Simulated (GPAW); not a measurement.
A computed F K-edge spectrum of one site in a crystal of Co, F and Zr, with its zero at a photon energy of about 679.5 eV (LDA puts this hole about 5 eV below PBE, itself good to a few eV). Method: GPAW, LDA + U, full core hole (charged cell) in a small cell, dipole transitions, broadening that rises with energy.

Energy from the lowest empty level; intensity scaled to a mean of 1 over the first 20 eV:

| E (eV) | intensity |
| --- | --- |
| -2.0 | 0.00 |
| -1.5 | 0.00 |
| -1.0 | 0.00 |
| -0.5 | 0.00 |
| 0.0 | 0.02 |
| 0.5 | 0.30 |
| 1.0 | 1.49 |
| 1.5 | 1.80 |
| 2.0 | 0.59 |
| 2.5 | 0.10 |
| 3.0 | 0.14 |
| 3.5 | 0.34 |
| 4.0 | 0.88 |
| 4.5 | 1.85 |
| 5.0 | 1.86 |
| 5.5 | 1.37 |
| 6.0 | 1.32 |
| 6.5 | 1.45 |
| 7.0 | 1.68 |
| 7.5 | 1.71 |
| 8.0 | 1.48 |
| 8.5 | 1.25 |
| 9.0 | 1.21 |
| 9.5 | 1.30 |
| 10.0 | 1.39 |
| 10.5 | 1.36 |
| 11.0 | 1.25 |
| 11.5 | 1.19 |
| 12.0 | 1.13 |
| 12.5 | 1.04 |
| 13.0 | 0.92 |
| 13.5 | 0.84 |
| 14.0 | 0.80 |
| 14.5 | 0.78 |
| 15.0 | 0.77 |
| 15.5 | 0.75 |
| 16.0 | 0.73 |
| 16.5 | 0.70 |
| 17.0 | 0.66 |
| 17.5 | 0.62 |
| 18.0 | 0.59 |
| 18.5 | 0.59 |
| 19.0 | 0.61 |
| 19.5 | 0.65 |
| 20.0 | 0.72 |
| 20.5 | 0.79 |
| 21.0 | 0.87 |
| 21.5 | 0.93 |
| 22.0 | 0.98 |
| 22.5 | 1.00 |
| 23.0 | 1.01 |
| 23.5 | 1.01 |
| 24.0 | 1.01 |
| 24.5 | 1.01 |
| 25.0 | 1.04 |
| 25.5 | 1.09 |
| 26.0 | 1.15 |
| 26.5 | 1.22 |
| 27.0 | 1.29 |
| 27.5 | 1.35 |
| 28.0 | 1.41 |
| 28.5 | 1.46 |
| 29.0 | 1.49 |
| 29.5 | 1.51 |
| 30.0 | 1.51 |
| 30.5 | 1.49 |
| 31.0 | 1.46 |
| 31.5 | 1.43 |
| 32.0 | 1.40 |

Which coordination does this site have?

A K edge sees empty p states; the first features are F p mixed into the empty d states of the Co and Zr neighbours, and the broad ones above probably into the cations' higher empty bands. It is atom 3 of ZrCoF6 (R-3), with 1 Zr at 2.01 Å and 1 Co at 2.02 Å (bent, 154°, site symmetry 1). Its main maxima below 24 eV lie at 1.3 eV (1.97), 4.7 eV (2.01), 7.3 eV (1.74) and 10.1 eV (1.39). A near-edge spectrum doesn't fix the structure by itself; it is matched against candidates. The hole lies in one spin channel, while the script sums the empty states of both and takes the lower zero; where the two channels are split, this blurs and shifts the curve. The spins start ferromagnetically in a simple order, which needn't be the measured one; gap and edge can depend on it. The holes are only 5.5 Å apart, so the shape is probably not converged with cell size; no larger cell was run here. The mesh is coarse (0.40 Å⁻¹ between points), so small maxima may be mesh ripples. The structure is a published determination, not relaxed.

[Hosts, paths, dates, database ids (printed as entryN), source tags and the programs' standing remarks are cut or masked in the printed files.]

[Lists of maxima count a maximum above −3 eV only where it reaches 4 % of the highest in the window and stands out from its surroundings by 2 % of it (1.5 % where it reaches 55 %); shoulders and weaker maxima are passed over, and of the rest the first, up to two pre-edge ones and the few strongest are named.]
